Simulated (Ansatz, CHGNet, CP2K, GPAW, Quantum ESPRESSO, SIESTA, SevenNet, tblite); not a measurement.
**Random packing of 26Ag2S-74GeS2 (mol %) (81 atoms): one structure in several programs**

How near do other programs and methods come to a plane-wave reference for random packing of 26Ag2S-74GeS2 (mol %) (81 atoms)? A plane-wave run serves as the reference.

Main program and level: Ansatz 0.2.0; Kohn-Sham DFT, PBE, PAW, plane waves.

### 1. Set-up

The cell holds 81 atoms: 14 Ag, 47 S and 20 Ge. Cell: a = 12.404 Å, b = 12.404 Å, c = 12.404 Å, α = 90.0°, β = 90.0°, γ = 90.0°. 81 atoms (14 Ag, 47 S, 20 Ge) packed at random in a cube at 3.89 g/cm³ and pushed apart as soft spheres, cations and anions kept from their own kind; a start for melting by ab initio MD, not an equilibrated structure. Then every atom was moved at random, 0.03 Å r.m.s. a Cartesian component.

### 2. Plane-wave reference

The PAW files are the set soft_2.

File input.yaml:

```yaml
crystal:
  lattice:
    - [12.4039, 0.0, 0.0]
    - [0.0, 12.4039, 0.0]
    - [0.0, 0.0, 12.4039]
  atoms:
    - { symbol: Ag, position: [0.56955, 0.35351, 0.20987] }
    - { symbol: Ag, position: [0.23207, 0.91687, 0.10147] }
    - { symbol: Ag, position: [0.73739, 0.93053, 0.1154] }
    - { symbol: Ag, position: [0.66758, 0.7175, 0.24727] }
    [... 71 atom lines left out ...]
    - { symbol: Ge, position: [0.41584, 0.54157, 0.54813] }
    - { symbol: Ge, position: [0.0043, 0.88552, 0.24361] }
    - { symbol: Ge, position: [0.59713, 0.20138, 0.00621] }
    - { symbol: Ge, position: [0.31807, 0.66788, 0.2833] }
    - { symbol: Ge, position: [0.99903, 0.55181, 0.75053] }
    - { symbol: Ge, position: [0.64804, 0.46822, 0.52835] }
kpoints:
  mp_grid: { grid: [1, 1, 1] }
hamiltonian:
  xc: pbe
scf:
  occupations: { method: fermi_dirac, width: 0.05 }
output:
  forces: true
  eigenvalues: true
  populations: true
  stress: true
```

Launch:

```bash
$ ansatz run input.yaml --threads 8 --pin off --max-ram 15872MiB --backend cpu --events-out ev --progress --plain --runs-dir out
```

Numbers of over 12 decimals in the logs are rounded to 6 here.

The program printed:

```text
[...]
Pseudopotentials: kind: paw
Pseudopotential: Ag, paw, valence charge 19, recommended cutoff 420 eV (normal), Ag.paw.azcp
Pseudopotential: S, paw, valence charge 6, recommended cutoff 420 eV (normal), S.paw.azcp
Pseudopotential: Ge, paw, valence charge 14, recommended cutoff 420 eV (normal), Ge.paw.azcp
[... 5 lines on functional and potentials left out ...]
Crystal: 81 atoms, lattice volume = 1908.424 Å³
Basis set: ecut = 420 eV, 37385 PW (Γ), exchange–correlation on 180×180×180 points (8 copies of the dense FFT grid, shifted against one another)
Bands: 497, of which v1, the nominal top of the filled ones, is band 414 counted from 1 (413 counted from 0)
Symmetry: 1 space group operations
Space group: P1 (ITA 1), of the structure as read, at distance tolerance 1.2e-4 Å
k-points: 1
[... 7 lines on functional and potentials left out ...]
Initial density: superposition of atomic densities (neutral atoms: chi_scale 0, normalization atom), corrected by the library's trained network
Initial wavefunctions: pseudopotential atomic-orbital guess
[...]
SCF iter   1: F=—  HF=-234526.200426 eV  |F-HF|=—  |Δ(HF+E_count)|=         —  Δρ=6.60e-3  dr2=2.58e0  ethr=1.77e-3  ⟨swp⟩=6.0  Hψ=1841  notcnv=0
preconditioner: auto → LDOS  [metal: Δε(μ)=0.084 eV  Ē_g=7.660 eV  σ=0.050 eV  W_gap=0.39  n_scr=436 (ndim 8)  ℏωp=19.3 eV  f_vac=0.048  D(μ)=58.40/eV (n_scr^D=436)  β→1.0]
[...]
SCF iter  10: F=—  HF=-234525.970962 eV  |F-HF|=—  |Δ(HF+E_count)|=   9.39e-8  Δρ=1.91e-6  dr2=1.75e-7  ethr=1.20e-10  ⟨swp⟩=2.0  Hψ=652  notcnv=0  defer=53
SCF iter  11: F=-234525.970962 eV  HF=-234525.970962 eV  |F-HF|=2.88e-8  |Δ(HF+E_count)|=   1.31e-8  Δρ=8.65e-7  dr2=3.43e-8  ethr=1.21e-11  ⟨swp⟩=10.0  Hψ=1927  notcnv=0
SCF 1 converged in 11 iterations: F = -234525.970962 eV  dr2 = 3.43e-8
[...]
SCF converged after 11 iterations
Free energy (F): -234525.970962 eV
Harris-Foulkes:  -234525.970962 eV  (|F-HF|=2.88e-8)
Internal energy: -234525.397593 eV  (E = F + TS)
E sigma→0 (E₀):  -234525.684278 eV
Entropy (-TS):   -0.573369 eV (-7.079 meV/atom)
Fermi energy:    6.000973 eV
--- Per-component energies (eV) ---
[...]
Σ components = -234525.970962   (vs F -234525.970962, Δ=0.00e0)
--- Forces (eV/Å), atoms counted from 1 ---
  atom   1  Ag     0.12602452     0.19428945     0.08501017
  atom   2  Ag     0.15542755    -0.21564491    -0.23912145
  atom   3  Ag    -0.34866644    -0.27782172    -0.07633968
  atom   4  Ag    -0.75404404    -0.03671610    -0.26466591
[...]
atom  81  Ge     0.34720961    -0.40751976    -0.99591856
  max |Σ_I F_I| component: 1.53e-5 eV/Å
--- Stress (GPa, compression-positive) ---
        0.446472       0.457861      -1.117644
        0.457861      -1.498775      -0.038508
       -1.117644      -0.038508      -0.946680
  P = ⅓ Tr σ = -0.6663 GPa (-6.663 kbar)
--- Band table (eV) ---
  k-point 0: bands = ["-86.1694", "-85.6875", "-85.5258", "-85.5194", [... 481 levels ...], "10.8800", "10.9287", "10.9610", "11.0116", "11.0894", "11.0938", "11.2300", "11.2379", "11.2654", "11.3353", "11.4478", "11.4938"]
--- Löwdin populations: 81 sites ---
  site symbol       q [e]
     0     Ag     18.3912
     1     Ag     18.2695
     2     Ag     18.3792
[...]
80     Ge     13.6240
  spilling = 0.005124 (of n_electrons = 828.000000)
```

Run time: 24 s. Hardware: 8 threads of Arm Neoverse V1, shared host; peak memory 2.9 GiB; 3 min of CPU time.

Reading the cycles: dr2 is the Hartree energy of the density residual (eV), the measure of convergence; HF is the Harris–Foulkes estimate of the energy, which meets the free energy F at convergence.

The run gave:

| Property | Result |
| --- | --- |
| free energy | -234525.9710 eV |
| free energy per atom | -2895.3824 eV/atom |
| SCF cycles | 11 |
| pressure | -0.6663 GPa |
| r.m.s. force component | 0.7391 eV/Å |
| longest force | 3.129 eV/Å |
| Fermi energy | 6.001 eV |
| levels partly filled by over 2 per cent | 16 |
| spilling of the projection | 0.005124 |

Neighbours are counted within 2.68 Å (S-Ge), 2.92 Å (S-Ag).

Length of the force by element and coordination:

| element | coordination | atoms | mean length of the force (eV/Å) | spread | least | most |
| --- | --- | --- | --- | --- | --- | --- |
| Ag | all | 14 | 0.602 | 0.313 | 0.124 | 1.11 |
| Ag | 1 | 2 | 0.166 | 0.0421 | 0.124 | 0.208 |
| Ag | 2 | 4 | 0.822 | 0.212 | 0.527 | 1.11 |
| Ag | 3 | 6 | 0.587 | 0.272 | 0.247 | 1.08 |
| Ag | 4 | 1 | 0.357 | 0 | 0.357 | 0.357 |
| Ag | 5 | 1 | 0.934 | 0 | 0.934 | 0.934 |
| Ge | all | 20 | 1.57 | 0.681 | 0.269 | 2.93 |
| Ge | 1 | 1 | 1.40 | 0 | 1.40 | 1.40 |
| Ge | 2 | 9 | 1.53 | 0.771 | 0.310 | 2.93 |
| Ge | 3 | 9 | 1.68 | 0.630 | 0.269 | 2.54 |
| Ge | 4 | 1 | 1.13 | 0 | 1.13 | 1.13 |
| S | all | 47 | 1.06 | 0.554 | 0.267 | 3.13 |
| S | 0 | 5 | 0.897 | 0.294 | 0.527 | 1.36 |
| S | 1 | 11 | 0.814 | 0.286 | 0.421 | 1.29 |
| S | 2 | 18 | 1.11 | 0.502 | 0.267 | 1.92 |
| S | 3 | 12 | 1.31 | 0.760 | 0.461 | 3.13 |
| S | 4 | 1 | 0.836 | 0 | 0.836 | 0.836 |

Löwdin charges by element and coordination (they lack the spilled electrons, 0.052 e an atom on average):

| element | coordination | atoms | mean charge (e) | spread | least | most |
| --- | --- | --- | --- | --- | --- | --- |
| Ag | all | 14 | 0.623 | 0.0515 | 0.506 | 0.731 |
| Ag | 1 | 2 | 0.542 | 0.0354 | 0.506 | 0.577 |
| Ag | 2 | 4 | 0.615 | 0.0261 | 0.578 | 0.650 |
| Ag | 3 | 6 | 0.624 | 0.0126 | 0.609 | 0.644 |
| Ag | 4 | 1 | 0.731 | 0 | 0.731 | 0.731 |
| Ag | 5 | 1 | 0.700 | 0 | 0.700 | 0.700 |
| Ge | all | 20 | 0.328 | 0.0739 | 0.203 | 0.462 |
| Ge | 1 | 1 | 0.228 | 0 | 0.228 | 0.228 |
| Ge | 2 | 9 | 0.301 | 0.0628 | 0.203 | 0.403 |
| Ge | 3 | 9 | 0.361 | 0.0707 | 0.230 | 0.462 |
| Ge | 4 | 1 | 0.376 | 0 | 0.376 | 0.376 |
| S | all | 47 | -0.235 | 0.117 | -0.458 | 0.129 |
| S | 0 | 5 | -0.258 | 0.0695 | -0.346 | -0.147 |
| S | 1 | 11 | -0.263 | 0.0812 | -0.382 | -0.137 |
| S | 2 | 18 | -0.220 | 0.110 | -0.402 | -0.0176 |
| S | 3 | 12 | -0.210 | 0.156 | -0.458 | 0.129 |
| S | 4 | 1 | -0.369 | 0 | -0.369 | -0.369 |

The levels nearest the highest filled one (over half full), pooled over k-points and spins:

| level less the highest filled one (eV) | occupation |
| --- | --- |
| -0.114 | 1.89 |
| -0.0927 | 1.84 |
| -0.0723 | 1.77 |
| -0.0501 | 1.67 |
| -0.0272 | 1.52 |
| 0 | 1.29 |
| 0.0699 | 0.622 |
| 0.0812 | 0.53 |
| 0.113 | 0.321 |
| 0.116 | 0.306 |
| 0.155 | 0.152 |
| 0.178 | 0.099 |

### 3. The ladder

The programs:
- CHGNet: machine-learned potential, published weights.
- CP2K 2026.2: Gaussian basis with GTH pseudopotentials and a plane-wave density; labels give functional, basis (MOLOPT sets; SR short-range, UZH the newer set with its own potentials), grid cutoff/relative cutoff and solver (OT: orbital transformation; TRS4, TC2, SIGN: linear-scaling purification with its sparsity filter), or its built-in tight binding.
- GPAW 26.7.0: PAW with atomic orbitals (LCAO), plane waves or a real-space grid of spacing h.
- Quantum ESPRESSO 7.5: plane waves; labels (QE) give functional, pseudopotential set and cutoffs of waves/density.
- SIESTA 5.4.2: numerical atomic orbitals, whose automatically made sets are far from complete, with PseudoDojo norm-conserving potentials that we converted to its format (checked against plane waves on the same files for H, C, O, Si, Ge and Ca alone); labels give functional, basis size, energy shift and mesh cutoff.
- SevenNet: machine-learned potential, published weights.
- tblite 0.8.0: extended tight binding, driven from Python.

All use the same cell and atoms; the electronic-structure runs use the same k-mesh, and an electronic temperature of 580 K (0.05 eV) where levels are smeared.

Differences are against the plane-wave reference, forces as r.m.s. over components; share is that over the reference's r.m.s. force, slope the least-squares factor from reference forces to these. Total energies of different programs have different zeros and aren't compared.

| run | Δ force, r.m.s. (meV/Å) | share (%) | slope | Δ pressure (GPa) | cores | CPU time | memory (GiB) |
| --- | --- | --- | --- | --- | --- | --- | --- |
| reference | - | - | - | - | 8 | 3 min | 2.9 |
| CHGNet r2SCAN potential | 537 | 72.7 | 0.618 | -2.31 | 1 | 4 s | 0.64 |
| CP2K PBE, DZVP-MOLOPT-SR, 350/30 Ry, diagonalisation (coarse) | 70.1 | 9.49 | 1.011 | 0.586 | 2 | 5.7 min | 2.3 |
| CP2K PBE, DZVP-MOLOPT-SR, 350/50 Ry, diagonalisation | 52.2 | 7.07 | 1.012 | 0.508 | 2 | 7.2 min | 2.3 |
| CP2K PBE, DZVP-MOLOPT-SR, 489/50 Ry, diagonalisation | 52.2 | 7.06 | 1.012 | 0.507 | 4 | 10 min | 6.1 |
| CP2K PBE, SZV-MOLOPT-SR, 350/50 Ry, diagonalisation (coarse) | 389 | 52.7 | 1.326 | 1.49 | 1 | 5.9 min | 2.1 |
| CP2K PBE, TZVP-UZH, 350/50 Ry, diagonalisation | 52.6 | 7.11 | 1.024 | 0.460 | 4 | 11 min | 5.0 |
| GPAW LDA, LCAO dzp, h 0.2 Å | 123 | 16.7 | 1.032 | - | 1 | 7.4 min | 1.9 |
| GPAW PBE, LCAO dzp, h 0.2 Å | 162 | 21.9 | 1.115 | - | 1 | 8.3 min | 1.9 |
| GPAW PBE, LCAO dzp, h 0.25 Å (coarse) | 171 | 23.1 | 1.118 | - | 1 | 4.5 min | 0.95 |
| GPAW PBE, LCAO szp(dzp), h 0.2 Å (coarse) | 350 | 47.3 | 1.227 | - | 1 | 5.9 min | 1.9 |
| GPAW PBE, plane waves 550 eV | 33.0 | 4.47 | 1.030 | 0.033 | 4 | 30 min | 3.2 |
| QE PBE, sssp-1.3.0-efficiency, 45/360 Ry | 10.9 | 1.47 | 0.999 | -0.255 | 4 | 75 min | 5.2 |
| SIESTA PBE, DZP, shift 0.01 Ry, mesh 300 Ry | 261 | 35.4 | 1.152 | -0.0927 | 2 | 8.8 min | 1.7 |
| SIESTA PBE, SZP, shift 0.01 Ry, mesh 300 Ry (coarse) | 545 | 73.7 | 1.327 | 0.858 | 1 | 6.6 min | 1.3 |
| SevenNet 0 potential | 247 | 33.4 | 0.991 | -0.211 | 1 | 8.7 s | 0.73 |
| SevenNet l3i5 potential | 257 | 34.8 | 0.941 | -0.264 | 1 | 10 s | 1.0 |
| tblite GFN1-xTB | 697 | 94.2 | 0.810 | -5.76 | 1 | 13 s | 0.16 |

Rows marked coarse were listed beforehand as settings not expected to be converged; some can still land near the reference.

Times of the machine-learned potentials are mostly Python's start and the loading of weights.

CPU time is summed over cores on a shared host, where runs went side by side, so it is rough. Symmetry, cutoffs, thresholds, outputs and thread counts weren't matched or tuned between programs; memory under MPI is the largest rank's times the ranks.

Runs without a result: CP2K GFN1-xTB, diagonalisation (not converged, the SCF not settling); tblite GFN2-xTB (not converged); SIESTA PBE, SZ, shift 0.01 Ry, mesh 300 Ry (cut off at its time limit of 2.9 min); SIESTA PBE, SZ, shift 0.02 Ry, mesh 300 Ry (cut off at its time limit of 2.9 min).

Mean charges by element (e), by run and scheme:

| run | scheme | Ag | S | Ge |
| --- | --- | --- | --- | --- |
| reference | Löwdin | +0.62 | -0.23 | +0.33 |
| CP2K PBE, DZVP-MOLOPT-SR, 350/50 Ry, diagonalisation | Mulliken | -0.38 | +0.01 | +0.25 |
| CP2K PBE, DZVP-MOLOPT-SR, 489/50 Ry, diagonalisation | Mulliken | -0.38 | +0.01 | +0.25 |
| CP2K PBE, TZVP-UZH, 350/50 Ry, diagonalisation | Mulliken | +0.53 | -0.27 | +0.26 |
| SIESTA PBE, DZP, shift 0.01 Ry, mesh 300 Ry | Hirshfeld | +0.31 | -0.16 | +0.15 |
| tblite GFN1-xTB | Mulliken | +0.22 | -0.19 | +0.29 |

The reference's Löwdin charges lack the electrons that the projection spills, 0.052 e an atom on average.

Within one program, basis, potentials and functional, energies share a zero. Each run against its twin at the usual cutoff or grid and solver:

| run | twin | Δ energy (meV/atom) | Δ force, r.m.s. (meV/Å) | CPU time over the twin's |
| --- | --- | --- | --- | --- |
| CP2K PBE, DZVP-MOLOPT-SR, 350/30 Ry, diagonalisation | DZVP-MOLOPT-SR, 350/50 Ry, diagonalisation | -1.23 | 49.5 | 0.79 |
| CP2K PBE, DZVP-MOLOPT-SR, 489/50 Ry, diagonalisation | DZVP-MOLOPT-SR, 350/50 Ry, diagonalisation | 0.0042 | 1.90 | 1.4 (this twin ran on 2 cores) |
| GPAW PBE, LCAO dzp, h 0.25 Å | LCAO dzp, h 0.2 Å | 119 | 43.0 | 0.55 |

### 4. Results

```yaml
reference_r_m_s_force_component: 0.739 eV/Å
nearest_in_forces: QE PBE, sssp-1.3.0-efficiency, 45/360 Ry, 1.5 %
farthest_in_forces: tblite GFN1-xTB, 94 %
cheapest_electronic_structure_run_beside_the_reference: tblite GFN1-xTB, 13 s of CPU time
```

**Reading.** PBE on plane waves or a grid with other potentials, cutoffs or grids, coarse settings apart, differs from the reference by 1.5 % (QE PBE, sssp-1.3.0-efficiency, 45/360 Ry) to 4.5 % (GPAW PBE, plane waves 550 eV) of the r.m.s. force; this holds the reference's own error, so differences of a few per cent don't tell which side is nearer the exact PBE result (QE's 45 Ry are 612 eV, against the reference's 420 eV). The PBE runs in local orbitals, coarse settings apart, differ by 7.1 % (CP2K PBE, DZVP-MOLOPT-SR, 489/50 Ry, diagonalisation) to 35 % (SIESTA PBE, DZP, shift 0.01 Ry, mesh 300 Ry); basis, grid and potentials can all enter. Tight binding differs by 94 % (tblite GFN1-xTB); it is another model, with fitted parameters of its own, and the xTB methods hold dispersion. Machine-learned potentials differ by 33 % (SevenNet 0 potential) to 73 % (CHGNet r2SCAN potential); they were trained on other programs' data, some at another functional. Rows with another functional or a dispersion term differ by 17 % (GPAW LDA, LCAO dzp, h 0.2 Å), which mixes the change of model with differences of basis and potentials. Runs with settings chosen to be coarse differ by 9.5 % (CP2K PBE, DZVP-MOLOPT-SR, 350/30 Ry, diagonalisation) to 74 % (SIESTA PBE, SZP, shift 0.01 Ry, mesh 300 Ry), their programs' other errors included. One electronic-structure run takes under half the reference's CPU time: tblite GFN1-xTB, at 94 % in 13 s against 3 min, too far off to be of use; its pressure misses by -5.8 GPa. SIESTA PBE, DZP, shift 0.01 Ry, mesh 300 Ry stiffens the forces by a factor of 1.15 while following their directions (correlation 0.964). Charges hang on model, scheme and program or settings: among these rows the mean for Ag runs from -0.38 to +0.62 e, even in sign. In the reference: 16 levels are partly filled, by over 2 % (at Γ alone): at this level the cell shows no clear gap. Levels of broken or missing bonds inside a gap of the host would look the same. In the reference: mean Löwdin charges: Ag +0.62, Ge +0.33, S -0.23 e (they miss 0.51 % of the electrons, so they add up to more than the cell's charge). Periodic xTB results under one method name differ between programs and library versions. The potentials hold different valence shells: 828 electrons in the reference, 600 in GPAW and 516 in CP2K with TZVP-UZH; this bears on time and differences. GPAW's setups keep the filled d shell of Ge in the core. Machine-learned potentials mimic data converged in k, so the reference's own k-point error enters their differences. The electronic-structure runs sample only Γ, in a cell whose shortest periodic width is 12 Å, which is coarse for a cell with partly filled levels.

[Also dropped from logs without a mark: logging warnings of Python, and SIESTA's first energy breakdown and zero terms.]

[Logs are printed without paths, hosts, clocks, repeated set-up lines and the standing remarks that a program may print on its own settings, such as how far it seeks lower states.]

[Hosts, paths, dates, database ids (printed as entryN), source tags and the programs' standing remarks are cut or masked in the printed files.]
